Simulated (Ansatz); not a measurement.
Consider GaSi2P (zincblende [110] superlattice) (Pmn2_1).

The structure was built from a prototype and need not be the compound's stable phase.

The structure is orthorhombic, space group Pmn2_1 (No. 31). Conventional cell: a = 3.842 Å, b = 7.684 Å, c = 5.438 Å, α = 90.00°, β = 90.00°, γ = 90.00°. Nearest to Ga lie 3 P at 2.37 Å and 1 Si at 2.41 Å. P has 1 Si at 2.27 Å and 3 Ga at 2.37 Å nearest. Nearest to Si lie 1 P at 2.27 Å and 3 Si at 2.35 Å. Nearest to Si lie 3 Si at 2.35 Å and 1 Ga at 2.41 Å. It derives from GaP. Farther neighbours are not listed.

```xyz
8
Lattice="3.8422 0.0000 0.0000 0.0000 5.4375 0.0000 0.0000 0.0000 7.6838" Properties=species:S:1:pos:R:3 pbc="T T T"
Ga    0.0000    0.0574    0.9187
P     1.9211    1.4456    0.9705
Ga    1.9211    2.7761    2.9314
P     0.0000    4.1644    2.8796
Si    0.0000   -0.0676    4.8038
Si    1.9211    1.2834    4.8217
Si    1.9211    2.6511    6.7301
Si    0.0000    4.0022    6.7122
```

The structure was relaxed with PBEsol. The runs that relaxed it are not among those shown.

Gaps computed with Ansatz 0.2.0 without a self-energy: PBEsol 0.78 eV and HSE06 1.51 eV.

**Question.** What gap should G0W0 on PBEsol give (4×4×2 mesh, 311 empty bands, screening to 90 eV, PAW set soft_1 files)?

About 1.27 eV: on its mesh the run moves the gap from 0.81 eV by +0.50 eV, and the mesh misses the edges by 0.04 eV. Among the scalar-relativistic levels given, HSE06 is nearest (+0.24 eV). Bands and cutoff are finite, so the gap is not at the basis limit. The miss can reach some tenths of an eV and take either sign; the mesh is an error of its own. The 4×4×2 mesh is coarse for this cell (its supercell is 15 Å along the shortest edge). The RPA ε∞ on it, from the PBEsol start, is 14.26, 16.60 and 17.74; such meshes misread the long-range screening, most where the gap is narrow. The many-body steps are scalar-relativistic: spin-orbit coupling is not in them.

[Paths, hosts, dates, memory and timing lines, banners, echoed tables and standing remarks are left out of the program output.]

[Logs are printed without paths, hosts, clocks, repeated set-up lines and the standing remarks that a program may print on its own settings, such as how far it seeks lower states.]

[Runs of the session that timed out or met a known fault of the program may be left out.]

[Cells called generated may have been cut or substituted from an entry of the Crystallography Open Database or the Materials Project.]

[Hosts, paths, dates, database ids (printed as entryN), source tags and the programs' standing remarks are cut or masked in the printed files.]
